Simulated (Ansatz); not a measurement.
**Mg3SiO (built on the sites of a database entry of Ca3SnO): a soft mode frozen in**

Aim: this structure of Mg3SiO (built on the sites of a database entry of Ca3SnO) is to be tested for unstable modes, and one is followed downhill.

Method: DFT PBE, scalar-relativistic, plane waves, norm-conserving pseudopotentials, in Ansatz 0.2.0.

Report form: the programs' logs are mostly left out.

The structure was built from a prototype and need not be the compound's stable phase.

### Step 1. Starting point

Symmetry: Pm-3m, No. 221, cubic system. The conventional cell has a = 4.222 Å, b = 4.222 Å, c = 4.222 Å, α = 90.00°, β = 90.00°, γ = 90.00°. Mg has 2 O at 2.11 Å and 8 Mg at 2.99 Å and 4 Si at 2.99 Å nearest. Nearest to Si lie 12 Mg at 2.99 Å. Nearest to O lie 6 Mg at 2.11 Å. Farther neighbours and most contacts between anions are not listed.

### Step 2. Phonons on a q mesh

The cell comes from relaxations at this level that are not shown. Stability and thermal properties need the whole zone. Linear response on a 4×4×4 q mesh gives force constants as far as a supercell of that size would.

File input.yaml:

```yaml
crystal:
  lattice:
    - [4.2216622333, 0.0, 0.0]
    - [0.0, 4.2216622333, 0.0]
    - [0.0, 0.0, 4.2216622333]
  atoms:
    - { symbol: Mg, position: [0.0, 0.5, 0.5] }
    - { symbol: Mg, position: [0.5, 0.0, 0.5] }
    - { symbol: Mg, position: [0.5, 0.5, 0.0] }
    - { symbol: Si, position: [0.0, 0.0, 0.0] }
    - { symbol: O, position: [0.5, 0.5, 0.5] }
kpoints:
  mp_grid: { grid: [8, 8, 8] }
hamiltonian:
  xc: pbe
  pseudopotentials: { kind: nc }
scf:
  occupations: { method: methfessel_paxton, width: 0.2 }
output:
  eigenvalues: true
phonons:
  method: dfpt
  qmesh: [4, 4, 4]
  temperatures: { t_max: 1000, t_step: 50 }
  qpath:
    path:
      - [[0.0, 0.0, 0.0], [0.0, 0.5, 0.0], [0.5, 0.5, 0.0], [0.0, 0.0, 0.0], [0.5, 0.5, 0.5], [0.0, 0.5, 0.0]]
      - [[0.5, 0.5, 0.5], [0.5, 0.5, 0.0]]
    npoints: 10
```

On the command line:

```bash
$ ansatz run input.yaml --threads 8 --pin off --max-ram 14336MiB --backend cpu --events-out ev --progress --plain --runs-dir out
```

Run time: 12 min. Hardware: 8 threads of AMD EPYC 9R14 (Zen 4), shared host; peak memory 7.5 GiB.

Numbers from this step:

| Quantity | Value |
| --- | --- |
| volume per atom | 15.05 Å³ |
| gap on the k-mesh | 0 eV |
| sum-rule residual before enforcement | 0.01650 eV/Å² |
| lowest frequency on the path | -58.90 cm⁻¹ |
| point group | m-3m |
| highest frequency on the path or at a solved wavevector | 471 cm⁻¹ |
| highest optical mode at the zone centre (no LO-TO term) | 421.8 cm⁻¹ |
| lowest optical zone-centre mode | 162.0 cm⁻¹ |
| lowest mode on the q mesh (acoustic modes at Γ apart) | -58.9 cm⁻¹ |

Frequencies (cm⁻¹) solved at each irreducible wavevector; negative means imaginary. Frequencies by wavevector, by row:

```csv
q in reciprocal lattice units,star,mode 1,mode 2,mode 3,mode 4,mode 13,mode 14,mode 15
0 0 0,1,0,0,0,162,421.8,421.8,421.8
0 0 0.25,6,86.9,86.9,140.2,167.8,420.8,420.8,445.3
0 0 -0.5,3,126.3,126.3,171.2,171.2,420.6,420.6,457.3
0 0.25 0.25,12,89.5,112.6,141.4,165.6,394.9,417.2,446.1
0 0.25 -0.5,12,81.8,147.1,148.8,158,412.3,414.5,423.1
0 -0.5 -0.5,3,-58.9,70.1,171.3,171.3,368.6,409.7,441.3
0.25 0.25 0.25,8,94.2,94.2,108.9,195.3,396.1,396.1,450.1
0.25 0.25 -0.5,12,77.1,92.8,103.3,176.4,383.5,399.5,455.2
0.25 -0.5 -0.5,6,-54.5,87.9,87.9,186,372.8,372.8,470.6
-0.5 -0.5 -0.5,1,-52.4,-52.4,-52.4,219.7,380.3,380.3,460.5
```

Interpolated from a 4×4×4 q mesh. Phonon branches along the path, in cm⁻¹:

```csv
point,branch 1,branch 2,branch 3,branch 4,branch 12,branch 13,branch 14,branch 15
Γ,0,0,0,162,298,422,422,422
halfway,87,87,140,168,336,421,421,445
X,126,126,171,171,358,421,421,457
halfway,82,147,149,158,374,412,414,423
M,-59,70,171,171,369,369,410,441
halfway,90,113,141,166,368,395,417,446
Γ,0,0,0,162,298,422,422,422
halfway,94,94,109,195,360,396,396,450
R,-52,-52,-52,220,380,380,380,460
halfway,77,93,103,176,347,384,400,455
X,126,126,171,171,358,421,421,457
jump to R,-52,-52,-52,220,380,380,380,460
halfway,-54,88,88,186,366,373,373,471
M,-59,70,171,171,369,369,410,441
```

Symmetry leaves 10 wavevectors to solve. The lowest mode among them, the acoustic zeros apart, lies at q = (0, -0.5, -0.5) and is imaginary, 58.9i cm⁻¹, so the energy falls along it.

### Step 3. The mode frozen in, largest atomic shift 0 Å

The mode followed lies at q = (0, -0.5, -0.5) with frequency 58.9i cm⁻¹, the softest among the wavevectors solved. At small amplitude the distorted cell has space group no. 127 by a symmetry search on the positions. The undistorted cell that holds it gives the zero of energy on the same k mesh.

System of this step: Mg3SiO (built on the sites of a database entry of Ca3SnO). The structure is cubic, space group Pm-3m (No. 221). Conventional cell: a = 4.222 Å, b = 4.222 Å, c = 4.222 Å, α = 90.00°, β = 90.00°, γ = 90.00°. Nearest to Mg lie 2 O at 2.11 Å and 4 Si at 2.99 Å and 8 Mg at 2.99 Å. Mg has 2 O at 2.11 Å and 8 Mg at 2.99 Å and 4 Si at 2.99 Å nearest. Nearest to Si lie 12 Mg at 2.99 Å. O has 6 Mg at 2.11 Å nearest. Farther neighbours and most contacts between anions are not listed.

File input.yaml:

```yaml
crystal:
  lattice:
    - [-4.2216622333, 0.0, 0.0]
    - [0.0, -4.2216622333, -4.2216622333]
    - [0.0, -4.2216622333, 4.2216622333]
  atoms:
    - { symbol: Mg, position: [1.0, 0.0, 0.5] }
    - { symbol: Mg, position: [1.0, 0.5, 0.0] }
    - { symbol: Mg, position: [0.5, 0.25, 0.75] }
    - { symbol: Mg, position: [0.5, 0.75, 0.25] }
    - { symbol: Mg, position: [0.5, 0.75, 0.75] }
    - { symbol: Mg, position: [0.5, 0.25, 0.25] }
    - { symbol: Si, position: [0.0, 0.5, 0.5] }
    - { symbol: Si, position: [0.0, 1.0, 0.0] }
    - { symbol: O, position: [0.5, 0.0, 0.5] }
    - { symbol: O, position: [0.5, 0.5, 0.0] }
kpoints:
  mp_grid: { grid: [8, 6, 6] }
hamiltonian:
  xc: pbe
  pseudopotentials: { kind: nc }
scf:
  occupations: { method: methfessel_paxton, width: 0.2 }
output:
  forces: true
  stress: true
  eigenvalues: true
```

It took 5.8 s on 8 threads; peak memory 2.2 GiB.

This step gave:

* pressure: 0.01698 GPa
* energy from the undistorted cell: 0 meV/atom

The run ends at a pressure of 0.02 GPa.

### Step 4. The mode frozen in, largest atomic shift 0.32 Å

The atoms are moved along the unstable eigenvector, the largest shift by 0.32 Å, with the cell fixed.

Changes to input.yaml since step 3:

```diff
@@ -8,6 +8,6 @@
     - { symbol: Mg, position: [1.0, 0.5, 0.0] }
-    - { symbol: Mg, position: [0.5, 0.25, 0.75] }
-    - { symbol: Mg, position: [0.5, 0.75, 0.25] }
-    - { symbol: Mg, position: [0.5, 0.75, 0.75] }
-    - { symbol: Mg, position: [0.5, 0.25, 0.25] }
+    - { symbol: Mg, position: [0.5, 0.2878997634, 0.7121002366] }
+    - { symbol: Mg, position: [0.5, 0.7121002366, 0.2878997634] }
+    - { symbol: Mg, position: [0.5, 0.7878997634, 0.7878997634] }
+    - { symbol: Mg, position: [0.5, 0.2121002366, 0.2121002366] }
     - { symbol: Si, position: [0.0, 0.5, 0.5] }
@@ -27 +27,5 @@
   eigenvalues: true
+  write_density: true
+  write_potential: true
+  elf: true
+  volumetric_format: npy
```

Wall time 8.1 s (8 threads); peak memory 2.2 GiB; 60 s of CPU time.

This step gave:

| Property | Result |
| --- | --- |
| pressure | 0.4691 GPa |
| energy from the undistorted cell | -1.966 meV/atom |

The energy, extrapolated to zero smearing, is -1.97 meV/atom against the undistorted cell.

The run ends at a pressure of 0.47 GPa, with forces up to 0.033 eV/Å.

### Step 5. Energy along the mode, all amplitudes (two of the runs are shown above)

An imaginary frequency means negative curvature, so the energy should fall and then rise again as anharmonic terms take over.

Numbers from this step:

| Item | Value |
| --- | --- |
| depth at the lowest point sampled | 1.966 meV/atom |
| largest atomic shift at that point | 0.32 Å |

The energy from the parent by largest atomic shift:

```csv
largest atomic shift (Å),energy from the parent (meV/atom)
0.000,0
0.040,-0.092
0.080,-0.358
0.140,-0.999
0.220,-1.93
0.320,-1.97
0.450,4.10
```

Displacement at unit largest shift by atom:

```csv
atom,x (Å),y (Å),z (Å),size
Mg1,0.00,0.00,0.00,0.00
Mg2,0.00,0.00,0.00,0.00
Mg3,0.00,0.00,-1.00,1.00
Mg4,0.00,0.00,1.00,1.00
Mg5,0.00,-1.00,0.00,1.00
Mg6,0.00,1.00,0.00,1.00
Si7,0.00,0.00,0.00,0.00
Si8,0.00,0.00,0.00,0.00
O9,0.00,0.00,0.00,0.00
O10,0.00,0.00,0.00,0.00
```

The lowest of the steps tried is at 0.32 Å, 1.97 meV/atom below the parent; the bottom of the well need not coincide with a step.

### Step 6. Relaxing from the distorted cell

Starting from the lowest point found, all atoms and the cell are let go, so that strain and other modes of the same symmetry can join in.

Changes to input.yaml since step 4:

```diff
@@ -27,5 +27,6 @@
   eigenvalues: true
-  write_density: true
-  write_potential: true
-  elf: true
-  volumetric_format: npy
+relax:
+  adjacent_minimum: "off"
+  f_tol: 0.002
+  max_steps: 120
+  cell: { stress_tol: 0.03 }
```

Run time: 30 s. Hardware: 8 threads; peak memory 2.3 GiB; 3.9 min of CPU time.

The steps of the relaxation:

```csv
step,energy less that of the first step (eV),largest force component (eV/Å),pressure (GPa),volume (Å³)
1,0.0000,0.0329,0.47,150.48
2,-0.0046,0.0197,0.10,151.09
3,-0.0067,0.0051,0.01,151.18
4,-0.0068,0.0011,0.00,151.15
5*,-0.0069,0.0011,0.01,151.15
```

Relaxation steps marked * repeat the geometry before them on a plane-wave basis chosen anew for their cell, so energy and pressure can jump there.

Forces are held to the 16 operations that the run works with; a distortion that breaks them can't arise in this run.

```csv
cell as run,before,after,change
a (Å),4.222,4.258,+0.9 %
b (Å),5.970,5.958,-0.2 %
c (Å),5.970,5.958,-0.2 %
volume (Å³/atom),15.05,15.11,+0.4 %
```

The atoms that moved most (Å, as changes of fractional coordinates times the final cell):

```csv
atom,dx,dy,dz,length
Mg5,0.000,0.020,0.000,0.020
Mg6,0.000,-0.020,0.000,0.020
Mg4,0.000,0.000,-0.020,0.020
Mg3,0.000,0.000,0.020,0.020
```

The relaxed structure:

```xyz
10
Lattice="-4.2578 0.0000 0.0000 0.0000 -4.2130 -4.2130 0.0000 -4.2130 4.2130" Properties=species:S:1:pos:R:3 pbc="T T T"
Mg   -4.2578   -2.1065    2.1065
Mg   -4.2578   -2.1065   -2.1065
Mg   -2.1289   -4.2130    1.8077
Mg   -2.1289   -4.2130   -1.8077
Mg   -2.1289   -6.6184    0.0000
Mg   -2.1289   -1.8077    0.0000
Si    0.0000   -4.2130    0.0000
Si    0.0000   -4.2130   -4.2130
O    -2.1289   -2.1065    2.1065
O    -2.1289   -2.1065   -2.1065
```

Numbers from this step:

| Item | Value |
| --- | --- |
| pressure | 0.005745 GPa |
| volume per atom | 15.11 Å³ |

The distorted start has space group P4/mbm; the relaxation ends in P4/mbm.

### Step 7. Outcome

| Item | Value |
| --- | --- |
| unstable mode of the parent | q = (0, -0.5, -0.5), 59i cm⁻¹ |
| depth at the lowest point sampled | 1.97 meV/atom |
| largest atomic shift at that point | 0.32 Å |
| space group reached (within 0.01 Å) | P4/mbm |
| energy gained over the parent (first relaxation, on the mesh of the frozen mode) | 2.67 meV/atom |
| volume per atom, phase reached | 15.1 Å³ |

What this shows: Along this mode the structure falls into P4/mbm, 2.67 meV/atom below the parent. At the parent's cell the well is 1.966 meV/atom deep on the steps tried, with its lowest point at a shift of 0.32 Å. Relaxing atoms and cell changes the gain by +0.70 meV/atom against the lowest step (energies at zero smearing). The modes of the phase reached were not computed on this path. Of the 4 patterns followed to their end from this parent, this one reaches the lowest energy. Another end point lies within 1 meV/atom; how such a difference moves with mesh and cutoff was not tested. Each path keeps the symmetry of its pattern, so a lower phase may lie along a pattern not tried. With no gap, or one that is small against the smearing, the frequencies hang on the k mesh and the smearing, most of all near Kohn anomalies. The starting cell was built on a prototype and not taken from a measurement, so the phase need not exist.

[Logs are printed without paths, hosts, clocks, repeated set-up lines and the standing remarks that a program may print on its own settings, such as how far it seeks lower states.]

[Hosts, paths, dates, database ids (printed as entryN), source tags and the programs' standing remarks are cut or masked in the printed files.]
